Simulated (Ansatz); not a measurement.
# Zr (P6_3/mmc): phonon-mediated transition temperature

Wanted: λ, ω_log and Tc of Zr (P6_3/mmc). The cell shown first is a relaxed one, from steps not shown here.

Main program and level: Ansatz 0.2.0; DFT PBE, scalar-relativistic, plane waves, PseudoDojo norm-conserving pseudopotentials, in the first sound run; inputs show where later runs differ.

Experimental background.

“List of superconductors” (2026, Wikipedia's table of superconducting elements, as read in December) quotes from earlier work for Zr (bulk crystal): superconducting transition temperature (bulk, normal pressure) 0.55 K.

### Step 1. The cell after earlier relaxation steps

The structure is hexagonal, space group P6_3/mmc (No. 194). The conventional cell has a = 3.236 Å, b = 3.236 Å, c = 5.166 Å, α = 90.00°, β = 90.00°, γ = 120.00°. Nearest to Zr lie 12 Zr at 3.19 to 3.24 Å.

Coordinates:

```cif
data_structure
_symmetry_space_group_name_H-M 'P6_3/mmc'
_symmetry_Int_Tables_number 194
_cell_length_a 3.2356
_cell_length_b 3.2356
_cell_length_c 5.1659
_cell_angle_alpha 90.000
_cell_angle_beta 90.000
_cell_angle_gamma 120.000
_cell_volume 46.84
loop_
_atom_site_label
_atom_site_type_symbol
_atom_site_symmetry_multiplicity
_atom_site_Wyckoff_symbol
_atom_site_fract_x
_atom_site_fract_y
_atom_site_fract_z
_atom_site_occupancy
Zr1 Zr 2 c 0.33333 0.66667 0.25000 1
```

### Step 2. Resistivity: PseudoDojo files

The run that gives the couplings also evaluates McMillan's and Allen and Dynes's formulas and, where asked, the Eliashberg equations, over a range of μ*.

Input file input.yaml:

```yaml
crystal:
  lattice:
    - [3.235590332, 0.0, 0.0]
    - [-1.617795166, 2.8021034237, 0.0]
    - [0.0, 0.0, 5.1658631827]
  atoms:
    - { symbol: Zr, position: [0.3333333333, 0.6666666667, 0.25] }
    - { symbol: Zr, position: [0.6666666667, 0.3333333333, 0.75] }
kpoints:
  mp_grid: { grid: [9, 9, 4] }
hamiltonian:
  xc: pbe
  pseudopotentials: { kind: nc, accuracy: standard }
scf:
  occupations: { method: methfessel_paxton, width: 0.2 }
output:
  eigenvalues: true
phonons:
  method: dfpt
  qmesh: [3, 3, 1]
  temperatures: { t_max: 1000, t_step: 50 }
  qpath:
    path:
      - [[0.0, 0.0, 0.0], [0.5, 0.0, 0.0], [0.33333333, 0.33333333, 0.0], [0.0, 0.0, 0.0], [0.0, 0.0, 0.5], [0.5, 0.0, 0.5], [0.33333333, 0.33333333, 0.5], [0.0, 0.0, 0.5]]
      - [[0.5, 0.0, 0.5], [0.5, 0.0, 0.0]]
      - [[0.33333333, 0.33333333, 0.5], [0.33333333, 0.33333333, 0.0]]
    npoints: 10
  electrical_resistivity:
    mesh: [12, 12, 8]
    temperatures: [20.0, 50.0, 80.0, 100.0, 150.0, 200.0, 273.0, 300.0, 400.0, 500.0, 600.0, 800.0]
  superconductivity: { mesh: [12, 12, 8], eliashberg_equations: false }
```

Launch:

```
> ansatz run input.yaml --threads 4 --pin off --max-ram 10240MiB --backend cpu --events-out ev --progress --plain --runs-dir out
```

Numbers of over 12 decimals in the logs are rounded to 6 here.

The log of the run:

```text
Engine: ansatz 0.2.0, x86_64-unknown-linux-gnu
Pseudopotentials: kind: nc
Pseudopotential: Zr, nc, valence charge 12, recommended cutoff 897.975746 eV (normal), Zr.nc.azcp (PseudoDojo's, or run here from an input of PseudoDojo's; its table is named by hamiltonian.pseudopotentials.accuracy)
Functional definition: PBE
  parameter kappa = 0.804
  parameter beta = 0.066725
  exchange = pbe_x(kappa = kappa, mu = beta*pi^2/3)
  correlation = pbe_c(beta = beta)
Crystal: 2 atoms, lattice volume = 46.836 Å³
Basis set: ecut = 897.975746 eV, 2863 PW (Γ), exchange–correlation on 64×64×108 points (8 copies of the dense FFT grid, shifted against one another)
Bands: 16, of which v1, the nominal top of the filled ones, is band 12 counted from 1 (11 counted from 0)
Symmetry: 24 space group operations
k-points: 36 of 324
Non-local potential: Zr, projectors of the file, l = 0: 2, l = 1: 2, l = 2: 2
Initial density: superposition of atomic densities (chi_scale 0.1, normalization cell)
Initial wavefunctions: pseudopotential atomic-orbital guess
Functional: x = pbe(κ = 0.804, μ = 0.219515), c = pbe(β = 0.066725)
SCF iter   1: F=—  HF=-2755.119018 eV  |F-HF|=—  |Δ(HF+E_count)|=         —  Δρ=2.96e-2  dr2=5.18e-1  ethr=3.10e-3  ⟨swp⟩=6.0  Hψ=6506  notcnv=0
automatic band count: the SCF goes on with 20 bands, as 16 were too few: they end inside the smearing window of the response
preconditioner: auto → Kerker (q_TF=auto, 2.441 Å⁻¹)  [metal: Δε(μ)=0.077 eV  Ē_g=5.085 eV  σ=0.200 eV  W_gap=0.31  n_scr=10 (ndim 8)  ℏωp=15.3 eV  f_vac=0.000  D(μ)=1.51/eV (n_scr^D=8)]
SCF iter   2: F=—  HF=-2755.001244 eV  |F-HF|=—  |Δ(HF+E_count)|=   1.18e-1  S|Δr|=    0.00e0  Δρ=1.78e-2  dr2=1.86e-1  ethr=2.16e-3  ⟨swp⟩=1.0  Hψ=1010  notcnv=0
SCF iter   3: F=—  HF=-2754.942731 eV  |F-HF|=—  |Δ(HF+E_count)|=   5.85e-2  S|Δr|=    0.00e0  Δρ=2.15e-3  dr2=1.47e-3  ethr=7.74e-4  ⟨swp⟩=2.9  Hψ=1284  notcnv=0
SCF iter   4: F=—  HF=-2754.942789 eV  |F-HF|=—  |Δ(HF+E_count)|=   5.79e-5  S|Δr|=    0.00e0  Δρ=2.81e-4  dr2=3.08e-5  ethr=6.11e-6  ⟨swp⟩=2.1  Hψ=902  notcnv=0
SCF iter   5: F=—  HF=-2754.942790 eV  |F-HF|=—  |Δ(HF+E_count)|=   1.34e-6  S|Δr|=    0.00e0  Δρ=4.93e-5  dr2=7.41e-7  ethr=1.28e-7  ⟨swp⟩=3.0  Hψ=1199  notcnv=0
SCF iter   6: F=—  HF=-2754.942788 eV  |F-HF|=—  |Δ(HF+E_count)|=   2.21e-6  S|Δr|=    0.00e0  Δρ=6.88e-6  dr2=1.45e-8  ethr=3.09e-9  ⟨swp⟩=2.3  Hψ=840  notcnv=0  defer=19
SCF iter   7: F=—  HF=-2754.942788 eV  |F-HF|=—  |Δ(HF+E_count)|=   5.30e-9  S|Δr|=    0.00e0  Δρ=1.34e-6  dr2=3.16e-10  ethr=6.04e-11  ⟨swp⟩=2.5  Hψ=1121  notcnv=0  defer=19
SCF iter   8: F=—  HF=-2754.942788 eV  |F-HF|=—  |Δ(HF+E_count)|=  2.46e-11  S|Δr|=    0.00e0  Δρ=2.70e-7  dr2=2.29e-11  ethr=1.00e-12  ⟨swp⟩=12.8  Hψ=4318  notcnv=0
SCF iter   9: F=-2754.942788 eV  HF=-2754.942788 eV  |F-HF|=9.09e-13  |Δ(HF+E_count)|=  6.37e-12  S|Δr|=    0.00e0  Δρ=3.70e-8  dr2=3.85e-13  ethr=1.00e-12  ⟨swp⟩=6.0  Hψ=2771  notcnv=0
SCF 1 converged in 9 iterations: F = -2754.942788 eV  dr2 = 3.85e-13
NSCF: frozen V_eff on 36 k-points
WARN: eigensolver did not converge in 4 slots of this pass, the one above among them; of largest residual over every band (k=27): 1 band(s) unlocked (lowest unlocked band 19, counted from 0; max residual 3.42e-4 eV among the unlocked bands, 3.42e-4 eV over every band); of lowest unlocked band (k=9): band 19
NSCF: frozen V_eff on 75 k-points
DFPT response loops at q = (0, 0, 0) (fractional): preconditioner auto → Kerker (q_TF=auto, 2.441 Å⁻¹) (partly filled bands, converged f_vac=0.000); β = 1.00, the filter's whole step (`scf.mixing.beta` (0.50) is not read by the response loops under this deck's `scf.mixing.preconditioner`; to damp them name `kerker` or `kerker_dos`, under which they read `scf.mixing.beta`, and type it under 1.00, their step now; both keys bind the ground state too); Broyden in place of MSR1
NSCF: frozen V_eff on 270 k-points
DFPT response loops at q = (0, 0.333333, 0) (fractional): mixed as the last ones told, above
NSCF: frozen V_eff on 270 k-points
DFPT response loops at q = (0.333333, 0.333333, 0) (fractional): mixed as the last ones told, above
Bands: 20, of which v1, the nominal top of the filled ones, is band 12 counted from 1 (11 counted from 0)
SCF iter   1: F=—  HF=-2755.119018 eV  |F-HF|=—  |Δ(HF+E_count)|=         —  Δρ=2.96e-2  dr2=5.18e-1  ethr=3.10e-3  ⟨swp⟩=6.0  Hψ=3811  notcnv=0
SCF iter   2: F=—  HF=-2755.001244 eV  |F-HF|=—  |Δ(HF+E_count)|=   1.18e-1  S|Δr|=    0.00e0  Δρ=1.78e-2  dr2=1.86e-1  ethr=2.16e-3  ⟨swp⟩=1.0  Hψ=1010  notcnv=0
SCF iter   3: F=—  HF=-2754.942731 eV  |F-HF|=—  |Δ(HF+E_count)|=   5.85e-2  S|Δr|=    0.00e0  Δρ=2.15e-3  dr2=1.47e-3  ethr=7.74e-4  ⟨swp⟩=2.9  Hψ=1284  notcnv=0
SCF iter   4: F=—  HF=-2754.942789 eV  |F-HF|=—  |Δ(HF+E_count)|=   5.79e-5  S|Δr|=    0.00e0  Δρ=2.81e-4  dr2=3.08e-5  ethr=6.11e-6  ⟨swp⟩=2.1  Hψ=902  notcnv=0
SCF iter   5: F=—  HF=-2754.942790 eV  |F-HF|=—  |Δ(HF+E_count)|=   1.34e-6  S|Δr|=    0.00e0  Δρ=4.93e-5  dr2=7.41e-7  ethr=1.28e-7  ⟨swp⟩=3.0  Hψ=1199  notcnv=0
SCF iter   6: F=—  HF=-2754.942788 eV  |F-HF|=—  |Δ(HF+E_count)|=   2.21e-6  S|Δr|=    0.00e0  Δρ=6.88e-6  dr2=1.45e-8  ethr=3.09e-9  ⟨swp⟩=2.3  Hψ=840  notcnv=0  defer=19
SCF iter   7: F=—  HF=-2754.942788 eV  |F-HF|=—  |Δ(HF+E_count)|=   5.30e-9  S|Δr|=    0.00e0  Δρ=1.34e-6  dr2=3.16e-10  ethr=6.04e-11  ⟨swp⟩=2.5  Hψ=1121  notcnv=0  defer=19
SCF iter   8: F=—  HF=-2754.942788 eV  |F-HF|=—  |Δ(HF+E_count)|=  2.14e-11  S|Δr|=    0.00e0  Δρ=2.70e-7  dr2=2.29e-11  ethr=1.00e-12  ⟨swp⟩=3.9  Hψ=1908  notcnv=0
SCF iter   9: F=-2754.942788 eV  HF=-2754.942788 eV  |F-HF|=0.00e0  |Δ(HF+E_count)|=  7.28e-12  S|Δr|=    0.00e0  Δρ=3.71e-8  dr2=3.93e-13  ethr=1.00e-12  ⟨swp⟩=2.0  Hψ=1299  notcnv=0
SCF 2 converged in 9 iterations: F = -2754.942788 eV  dr2 = 3.93e-13
NSCF: frozen V_eff on 95 k-points
SCF converged after 9 iterations
Stability not checked: this state was not tested for a lower state beside it, because cold or Methfessel-Paxton smearing, or corrected tetrahedra, fill the levels in a way that the test cannot read (fill_not_monotonic; see scf.lower_state_search)
Free energy (F): -2754.942788 eV
Harris-Foulkes:  -2754.942788 eV  (|F-HF|=9.09e-13)
Internal energy: -2754.946349 eV  (E = F + TS)
E sigma→0 (E₀):  -2754.943678 eV
Entropy (-TS):   0.003561 eV (1.781 meV/atom)
Fermi energy:    14.028192 eV
--- Per-component energies (eV) ---
  E_band       = -193.831665
  E_kinetic    = 785.210304
  E_local      = -1564.938856  (includes V_loc(G=0)·N_el)
  E_nonlocal   = 288.664932
  E_hartree    = 374.028984
  E_xc         = -544.834709
  E_vxc        = -450.826012  (∫ρ·V_xc dr)
[...]
500.00      6.2145e1              no      6.0838e1      6.0838e1      6.4761e1        6.9110e1          6.1689e1
    600.00      7.4589e1              no      7.2523e1      7.2523e1      7.8721e1        8.5692e1          7.4008e1
    800.00      9.9261e1              no      9.5284e1      9.5284e1      1.0721e2        1.2055e2          9.8390e1
  mean free path at 20 K (of a tensor a third of its trace): 3388 nm by what each carries, 2286 by the Fermi surface alone
  Hall coefficient in a weak field at 20 K (a third of the trace): 4.194e-10 m³/C (how far it moves between the two finest meshes is not known); by each state's relaxation time: 3.058e-10 m³/C; by a constant relaxation time: -1.431e-12 m³/C
  mean free path at 50 K (of a tensor a third of its trace): 81.5 nm by what each carries, 63.2 by the Fermi surface alone
  Hall coefficient in a weak field at 50 K (a third of the trace): 1.598e-10 m³/C (how far it moves between the two finest meshes is not known); by each state's relaxation time: 1.266e-10 m³/C; by a constant relaxation time: -7.040e-12 m³/C
  mean free path at 80 K (of a tensor a third of its trace): 24.7 nm by what each carries, 20.5 by the Fermi surface alone
  Hall coefficient in a weak field at 80 K (a third of the trace): 9.040e-11 m³/C (how far it moves between the two finest meshes is not known); by each state's relaxation time: 7.011e-11 m³/C; by a constant relaxation time: -1.050e-11 m³/C
  mean free path at 100 K (of a tensor a third of its trace): 16.3 nm by what each carries, 13.9 by the Fermi surface alone
  Hall coefficient in a weak field at 100 K (a third of the trace): 7.316e-11 m³/C (how far it moves between the two finest meshes is not known); by each state's relaxation time: 5.627e-11 m³/C; by a constant relaxation time: -1.222e-11 m³/C
  mean free path at 150 K (of a tensor a third of its trace): 9.00 nm by what each carries, 7.81 by the Fermi surface alone
  Hall coefficient in a weak field at 150 K (a third of the trace): 5.664e-11 m³/C (how far it moves between the two finest meshes is not known); by each state's relaxation time: 4.284e-11 m³/C; by a constant relaxation time: -1.569e-11 m³/C
  mean free path at 200 K (of a tensor a third of its trace): 6.38 nm by what each carries, 5.53 by the Fermi surface alone
  Hall coefficient in a weak field at 200 K (a third of the trace): 5.023e-11 m³/C (how far it moves between the two finest meshes is not known); by each state's relaxation time: 3.734e-11 m³/C; by a constant relaxation time: -1.862e-11 m³/C
  mean free path at 273 K (of a tensor a third of its trace): 4.57 nm by what each carries, 3.93 by the Fermi surface alone
  Hall coefficient in a weak field at 273 K (a third of the trace): 4.287e-11 m³/C (how far it moves between the two finest meshes is not known); by each state's relaxation time: 3.047e-11 m³/C; by a constant relaxation time: -2.258e-11 m³/C
  mean free path at 300 K (of a tensor a third of its trace): 4.16 nm by what each carries, 3.55 by the Fermi surface alone
  Hall coefficient in a weak field at 300 K (a third of the trace): 3.988e-11 m³/C (how far it moves between the two finest meshes is not known); by each state's relaxation time: 2.759e-11 m³/C; by a constant relaxation time: -2.402e-11 m³/C
  mean free path at 400 K (of a tensor a third of its trace): 3.16 nm by what each carries, 2.64 by the Fermi surface alone
  Hall coefficient in a weak field at 400 K (a third of the trace): 2.642e-11 m³/C (how far it moves between the two finest meshes is not known); by each state's relaxation time: 1.455e-11 m³/C; by a constant relaxation time: -2.935e-11 m³/C
  mean free path at 500 K (of a tensor a third of its trace): 2.59 nm by what each carries, 2.11 by the Fermi surface alone
  Hall coefficient in a weak field at 500 K (a third of the trace): 8.576e-12 m³/C (how far it moves between the two finest meshes is not known); by each state's relaxation time: -2.545e-12 m³/C; by a constant relaxation time: -3.455e-11 m³/C
  mean free path at 600 K (of a tensor a third of its trace): 2.22 nm by what each carries, 1.76 by the Fermi surface alone
  Hall coefficient in a weak field at 600 K (a third of the trace): -1.186e-11 m³/C (as a tensor it moves by 39.8 % between the two finest meshes); by each state's relaxation time: -2.182e-11 m³/C; by a constant relaxation time: (none: it, or that of a finer mesh, parts from a neighbouring mesh's by over half of the finer one's)
  mean free path at 800 K (of a tensor a third of its trace): 1.74 nm by what each carries, 1.33 by the Fermi surface alone
  Hall coefficient in a weak field at 800 K (a third of the trace): -4.965e-11 m³/C (as a tensor it moves by 33.2 % between the two finest meshes); by each state's relaxation time: -5.666e-11 m³/C; by a constant relaxation time: -4.434e-11 m³/C
  the resistivity times a path that all electrons share, by the Fermi surface of the deck's mesh alone (a third of the trace): 1.303e-15 Ω·m²
  not converged in the mesh (λ; λ_tr; the resistivity at 20 K by 7.98 %; the resistivity at 50 K by 12.26 %; the resistivity at 80 K by 12.72 %; the resistivity at 100 K by 13.54 %; the resistivity at 150 K by 16.24 %; the resistivity at 200 K by 17.63 %; the resistivity at 273 K by 18.33 %; the resistivity at 300 K by 18.13 %; the resistivity at 400 K by 15.96 %; the resistivity at 500 K by 14.18 %; the resistivity  [...]
  vibrations of 9 cells: unjudged by the run; compare a larger repeat
  the changes of the potential over all sites missed a rigid shift's by 0.00 % (the site terms' by 0.00 %)
  between the force constants' wavevectors the phonons are obtained by Fourier interpolation alone: along a vector of fewer than three repeats the shortest translation of the supercell is 5.166 Å, and under 7.969 Å the phonon self-energy is left out by default: enlarge phonons.supercell (under dfpt, phonons.qmesh)
--- Superconductivity: potentials and phonons of a 3×3×1 supercell ---
  pairing by harmonic phonons, in the closed forms alone; spin fluctuations are left out, and so is spin–orbit coupling
           mesh         λ    ħω_log (meV)  μ* declared at (meV)
        12×12×8    0.5400          14.070               15.589
          6×6×4    0.4987          14.152               15.573
  λ by the species' shares of the modes' patterns: Zr 0.5400
  transition temperature on the deck's mesh (K), isotropic and anisotropic, restricted to the Fermi surface (FSR) and over the full bandwidth (FBW), and the last with the density of states resolved in a narrower window:
        μ*   McMillan   Allen–Dynes      iso. FSR      iso. FBW    aniso. FSR    aniso. FBW  narrow window
      0.08      3.373         3.461             -             -             -             -              -
      0.10      2.646         2.709             -             -             -             -              -
      0.12      2.006         2.049             -             -             -             -              -
      0.13      1.720         1.756             -             -             -             -              -
      0.14      1.458         1.488             -             -             -             -              -
      0.16      1.006         1.025             -             -             -             -              -
      0.20      0.386         0.392             -             -             -             -              -
  not judged without the Eliashberg equations: between neighbouring meshes, the two finest first, λ moves by 7.64 %
  vibrations of 9 cells: unjudged by the run; compare a larger repeat
  the changes of the potential over all sites missed a rigid shift's by 0.00 % (the site terms' by 0.00 %)
  between the force constants' wavevectors the phonons are obtained by Fourier interpolation alone: along a vector of fewer than three repeats the shortest translation of the supercell is 5.166 Å, and under 7.969 Å the phonon self-energy is left out by default: enlarge phonons.supercell (under dfpt, phonons.qmesh)
```

It took 2.3 min on 4 threads of Intel Xeon Platinum 8259CL at 2.50GHz (Skylake/Cascade Lake), shared host; peak memory 1.3 GiB; 8.6 min of CPU time.

The column dr2 measures how far the density is from self-consistency, as an energy; F and HF (Harris–Foulkes) agree once it is small.

Numbers from this step:

- volume per atom: 23.42 Å³
- metallic on mesh: yes
- gap on the k-mesh: 0 eV
- zero point energy: 0.04785 eV/cell
- share of imaginary modes in the plain interpolation between solved wavevectors: 0
- highest frequency, solved or plainly interpolated: 196.3 cm⁻¹
- Debye temperature (second moment): 248 K
- resistivity at 300 K: 36.75 μΩ cm, mean of the axes
- coupling constant λ: 0.54
- density of states at the Fermi level: 0.9784 states/eV a spin and cell
- log mean phonon energy ħω_log: 14.07 meV
- transport coupling constant λ_tr: 0.5441, 0.5441, 0.5774 (xx, yy, zz)
- Drude plasma energy: 4.104, 4.104, 4.25 eV (xx, yy, zz)
- resistivity times mean free path: 14.64, 14.64, 9.812 × 10⁻¹⁶ Ω m² (xx, yy, zz)
- second-moment phonon energy ħω₂: 15.59 meV
- coupling λ by branch: 0.117, 0.0963, 0.089, 0.105, 0.0694, 0.0628 (branches by rank of frequency)

Transition temperatures:

```tsv
μ*	McMillan Tc (K)	Allen–Dynes Tc (K)
0.08	3.37	3.46
0.1	2.65	2.71
0.12	2.01	2.05
0.13	1.72	1.76
0.14	1.46	1.49
0.16	1.01	1.02
0.2	0.386	0.392
```

[end of part 1 of 2]

[Logs are printed without paths, hosts, clocks, repeated set-up lines and the standing remarks that a program may print on its own settings, such as how far it seeks lower states.]

[Hosts, paths, dates, database ids (printed as entryN), source tags and the programs' standing remarks are cut or masked in the printed files.]
